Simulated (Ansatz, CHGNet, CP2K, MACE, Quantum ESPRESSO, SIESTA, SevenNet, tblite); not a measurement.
**Running Na+ TFSI- in propylene carbonate and ethylene carbonate at 330 K (114 atoms) with tblite**

How near does tblite come to plane waves for Na+ TFSI- in propylene carbonate and ethylene carbonate at 330 K (114 atoms)?

Calculated with tblite 0.8.0; the method is named at each step.

## 1. The structure

The cell holds 114 atoms: 2 N, 4 S, 29 O, 29 C, 12 F, 36 H and 2 Na. Cell: a = 11.218 Å, b = 11.218 Å, c = 11.218 Å, α = 90.0°, β = 90.0°, γ = 90.0°. 4 propylene carbonate, 3 ethylene carbonate, 2 Na+, 2 TFSI- placed at random, at 1.5 g/cm³; overlaps pushed apart, then 10 ps at 550 K with Joung-Cheatham ions (J. Phys. Chem. B 112, 9020 (2008)); MMFF94 bonds, angles, torsions, charges and radii (Halgren, J. Comput. Chem. 17, 490 (1996)) in harmonic and 12-6 forms; charges of ions scaled by 0.8. Snapshot after 30 ps at 330 K and fixed volume. Then every atom was moved at random, 0.05 Å r.m.s. a Cartesian component (hydrogen 0.6 of that).

The yardstick, on the same geometry:

```
method                                           : Kohn-Sham DFT, PBE, SSSP efficiency 1.3.0 pseudopotentials, plane waves (Quantum ESPRESSO 7.5); sssp-pbe-1.3.0-efficiency, cutoffs 60/480 Ry, Γ point
r.m.s. force component                           : 3.083 eV/Å
longest force                                    : 18.82 eV/Å
pressure                                         : 6.287 GPa
gap (highest filled to lowest empty level) : 3.766 eV
time                                             : 2.8 min on 4 MPI ranks of Arm Neoverse V2, shared host
CPU time                                         : 11 min
```

## 2. GFN2-xTB

Method: GFN2-xTB tight binding, diagonalisation.

File run.py:

```python
import numpy as np
from ase.io import read
from tblite.ase import TBLite

atoms = read("structure.xyz")
atoms.calc = TBLite(method="GFN2-xTB", electronic_temperature=580, accuracy=1.0, max_iterations=250, mixer_damping=0.4, verbosity=1)
energy = atoms.get_potential_energy()
forces = atoms.get_forces()
print(f"energy {energy:.6f} eV")
print("forces (eV/A)")
for i, (a, f) in enumerate(zip(atoms, forces)):
    print(f"{i:4d} {a.symbol:2s} {f[0]:10.5f} {f[1]:10.5f} {f[2]:10.5f}")
stress = -atoms.get_stress(voigt=False) * 160.21766
print("stress (GPa, compression positive)")
for row in stress:
    print(" ".join(f"{x:10.4f}" for x in row))
print("charges (e)")
print(np.array2string(atoms.get_charges(), precision=4, suppress_small=True, max_line_width=110, threshold=100000))
```

File structure.xyz:

```xyz
114
Lattice="11.21847 0.00000 0.00000 0.00000 11.21847 0.00000 0.00000 0.00000 11.21847" Properties=species:S:1:pos:R:3 pbc="T T T"
N 5.14008 5.92694 4.95049
S 6.20269 6.67364 3.90403
O 7.41990 6.69417 4.45844
O 5.69887 7.73693 3.23238
C 6.16343 5.34190 2.66315
F 5.17923 4.57657 2.82234
F 5.91752 5.74543 1.40063
F 7.31411 4.65948 2.58159
S 6.08748 4.99155 5.88768
O 7.09142 4.39315 5.37836
O 5.23398 4.17462 6.69518
C 6.68037 6.28167 7.08009
F 5.89407 7.47958 6.94749
F 7.99518 6.54945 6.90732
F 6.79054 5.79961 8.41296
N 8.62611 0.63182 7.54913
S 9.91578 10.74483 7.93157
O 10.07430 9.55926 7.26575
O 10.11087 10.48366 9.33388
C 0.07101 0.78024 7.61297
F 0.13855 0.81648 6.13392
F 0.00101 2.00396 7.93258
F 1.29843 0.25937 7.82185
S 7.44188 10.84759 7.50729
O 7.40385 9.87080 6.40664
O 6.28818 0.43214 7.49540
C 7.31175 9.82155 9.10289
F 6.11216 9.33130 9.32019
F 7.67175 10.51137 10.19624
F 7.96321 8.74424 9.11523
C 0.04678 4.49692 5.04326
C 1.54198 4.63749 4.40415
C 1.47198 3.62648 3.28342
O 1.78060 2.35341 4.00039
C 2.52629 2.66663 5.11394
O 3.14364 1.88549 5.81969
O 2.42846 4.10484 5.38464
H 10.45247 5.00434 4.43758
H 11.12132 3.50185 5.36636
H 0.19307 5.18686 6.00009
H 1.85239 5.60508 4.14680
H 0.58325 3.56321 2.82773
H 2.30124 3.70008 2.62557
C 3.74057 10.09068 6.27685
C 3.01855 9.15741 5.36232
C 2.86845 9.55264 4.05492
O 1.62556 8.64720 3.73418
C 1.00058 8.29707 4.90460
O 11.21735 7.90420 5.02543
O 1.79630 8.87594 5.90383
H 4.64972 10.46784 5.69472
H 2.97592 10.98827 6.28100
H 3.82662 9.76523 7.33026
H 3.65229 8.13418 5.34392
H 2.43026 10.46986 3.98805
H 3.48087 9.34173 3.33233
[... 54 atom lines left out ...]
H 7.78304 2.52943 0.66638
H 8.28103 1.89132 10.38426
Na 8.88985 8.45637 5.55303
Na 4.73879 2.01719 7.64483
```

Command:

```bash
OMP_NUM_THREADS=1 python run.py > output.txt
```

The program printed:

```text
------------------------------------------------------------
  cycle        total energy    energy error   density error
------------------------------------------------------------
      1     -270.6203604150  -2.7250740E+02   2.9689943E-01
      2     -274.0843757570  -3.4640153E+00   1.8513967E-01
      3     -274.3550432689  -2.7066751E-01   1.0590369E-01
      4     -274.3562144458  -1.1711769E-03   3.2398421E-02
      5     -274.3987224169  -4.2507971E-02   1.9231235E-02
      6     -274.4082747035  -9.5522867E-03   9.5849477E-03
      7     -274.4093352905  -1.0605870E-03   4.0637594E-03
      8     -274.4094820578  -1.4676731E-04   2.0000821E-03
      9     -274.4095277834  -4.5725599E-05   1.3078298E-03
     10     -274.4095660440  -3.8260620E-05   3.7411036E-04
     11     -274.4095684123  -2.3682114E-06   1.9734665E-04
     12     -274.4095694497  -1.0374190E-06   6.1184425E-05
     13     -274.4095695483  -9.8580699E-08   2.1767067E-05
     14     -274.4095695504  -2.1254891E-09   8.5687200E-06
------------------------------------------------------------
 total:                                   6.964 sec
energy -7467.064726 eV
forces (eV/A)
   0 N     1.96460    0.36313   -0.43932
   1 S    -5.93213   -4.79776    1.40781
   2 O     7.19283    0.99583    2.69563
   3 O    -2.08752    4.59715   -2.26028
   4 C     1.96170    0.88768   -2.32879
   5 F    -2.41163   -2.95681    1.52962
   6 F     0.68682    1.12538   -0.60957
   7 F    -0.01327   -0.29143    0.24305
   8 S   -13.45224    6.80711    5.17445
   9 O    12.01650   -6.77016   -6.24407
  10 O    -0.48978   -0.24294    0.52509
  11 C     1.07689    1.35903    2.02752
  12 F     1.92715   -2.46026    0.94821
  13 F    -0.84722    0.52491   -0.45910
  14 F    -1.43313    1.07288   -1.82744
  15 N     2.81785   -2.90319    0.90575
  16 S    -0.35407    4.58714    2.68264
  17 O    -0.04486   -2.80993   -3.47439
  18 O    -0.72422    0.93214    0.51316
  19 C     2.14940   -1.74572   -4.29155
  20 F    -0.57333   -0.03820    1.84361
  21 F    -0.39737    0.92786    0.98761
  22 F    -0.83687    0.34310    0.94972
  23 S    -1.07244   -1.12311   -1.82387
[...]
106 C     1.22023    4.41477    0.54398
 107 O     1.17517   -1.82907    0.82820
 108 H     1.67845    0.50842    2.08065
 109 H    -0.03546    0.84890    0.92031
 110 H    -0.15138    0.07827    0.70042
 111 H     0.17083   -1.71681   -1.47159
 112 Na   -0.20270    0.34031    0.01329
 113 Na    0.04039    0.23965    0.16227
stress (GPa, compression positive)
    2.3665    -0.5730    -0.6966
   -0.5730     0.3559     0.5277
   -0.6966     0.5277     0.9405
charges (e)
[-0.6115  1.0182 -0.5388 -0.4545  0.3973 -0.1524 -0.1883 -0.1957  1.0313 -0.465  -0.5252  0.3502 -0.1919
 -0.1474 -0.1777 -0.5564  0.9931 -0.4682 -0.5243  0.3815 -0.2435 -0.0875 -0.1361  0.9655 -0.5787 -0.5024
  0.3957 -0.1654 -0.1902 -0.1429 -0.0971  0.1173  0.0692 -0.2655  0.4738 -0.3564 -0.2872  0.0606  0.0675
  0.0414  0.0684  0.1173  0.0718 -0.1117  0.1589  0.0607 -0.3333  0.5138 -0.2926 -0.3096  0.0505  0.0875
  0.0725 -0.0001  0.0838  0.0954 -0.1003  0.1414  0.0645 -0.26    0.4701 -0.4077 -0.2024  0.0579  0.064
  0.0478  0.0503  0.0656  0.0748 -0.0976  0.1356  0.0563 -0.277   0.5224 -0.4471 -0.2399  0.0589  0.0592
  0.0561  0.0584  0.0865  0.095  -0.4948  0.4441 -0.1395  0.0665  0.0921 -0.2217  0.0863  0.0952  0.0573
  0.0782 -0.4555  0.4898 -0.2925  0.0769  0.0756 -0.1904  0.0636  0.0658  0.0961  0.078  -0.4732  0.5114
 -0.1743  0.0632  0.0904 -0.3318  0.0807  0.1084  0.0722  0.0628  0.6839  0.6567]
```

It took 7.5 s on 1 thread of Arm Neoverse V2, shared host; peak memory 0.15 GiB.

Banners, paths, timers and routine set-up lines are dropped from the logs unmarked, and long logs keep their key lines alone; longer cuts are marked.

Against the reference:

```
r.m.s. force component                  : 2.707 eV/Å
r.m.s. difference of force components   : 648 meV/Å
longest difference of force vectors     : 3373 meV/Å
force difference over r.m.s. force      : 21.02 %
slope of forces against the reference's : 0.8635
correlation of force components         : 0.9833
pressure                                : 1.221 GPa
pressure difference                     : -5.066 GPa
```

Length of the force difference by element (eV/Å):

```tsv
element	atoms	mean	most
C	29	0.96	2.0
F	12	1.3	1.7
H	36	0.22	0.53
N	2	0.66	0.81
Na	2	0.74	1.1
O	29	1.4	3.4
S	4	2.1	3.0
```

A closer look about N16, one of the 2 N atoms: 10 atoms, nearest first, numbered in the order of the input, with positions taken from that point.

```tsv
atom	x	y	z	distance (Å)	Mulliken charge (e)	Fx	Fy	Fz (eV/Å)
N16	0.00	0.00	0.00	0.00	-0.56	2.82	-2.90	0.91
S24	-1.18	-1.00	-0.04	1.55	0.97	-1.07	-1.12	-1.82
S17	1.29	-1.11	0.38	1.74	0.99	-0.35	4.59	2.68
O26	-2.34	-0.20	-0.05	2.35	-0.50	-2.09	1.07	0.19
O25	-1.22	-1.98	-1.14	2.59	-0.58	0.90	0.43	1.35
C20	2.66	0.15	0.06	2.67	0.38	2.15	-1.75	-4.29
O19	1.48	-1.37	1.78	2.69	-0.52	-0.72	0.93	0.51
O18	1.45	-2.29	-0.28	2.73	-0.47	-0.04	-2.81	-3.47
C27	-1.31	-2.03	1.55	2.87	0.40	-0.89	1.58	0.33
F22	2.59	1.37	0.38	2.96	-0.09	-0.40	0.93	0.99
```

Atoms are counted from 1 here, from 0 in the log.

Forces lie 21 % from the reference's, at 0.011 times its CPU time (on 1 against 4 cores).

Left out of this page: tblite IPEA1-xTB (killed or ended with an error).

## 3. Results

```
force difference from the reference : tblite GFN2-xTB, 21 %
its CPU time                        : 7.5 s
```

In words: Tight binding differs by 21 % (tblite GFN2-xTB); it is another model, with fitted parameters of its own, and the xTB methods hold dispersion. One electronic-structure run takes under half the reference's CPU time: tblite GFN2-xTB, at 21 % in 7.5 s against 11 min; its pressure misses by -5.1 GPa. Periodic xTB results under one method name differ between programs and library versions. Forces of 3.1 eV/Å r.m.s. are well above thermal ones: they come largely from the bond lengths of the classical model and from the random displacements, and they dominate the comparison. The reference's pressure holds the uncorrected Pulay stress of its 60 Ry basis, so small pressure differences, and their order, may be the reference's own error. The network of contacts between molecules at the start is that of the classical potential that made the cell, and needn't be the one that DFT or experiment would give. The reference's PBE has no dispersion term, which matters for the binding between molecules or layers. The electronic-structure runs sample only Γ, in a cell whose shortest periodic width is 11 Å.

[Also dropped from logs without a mark: logging warnings of Python, and SIESTA's first energy breakdown and zero terms.]

[Logs are printed without paths, hosts, clocks, repeated set-up lines and the standing remarks that a program may print on its own settings, such as how far it seeks lower states.]

[Hosts, paths, dates, database ids (printed as entryN), source tags and the programs' standing remarks are cut or masked in the printed files.]

[The MMFF94 radii named for the starting cell were scaled by 0.96; in molecules described by MMFF94, hydrogen bound to N, O or S took a small fixed 12-6 site in their place.]
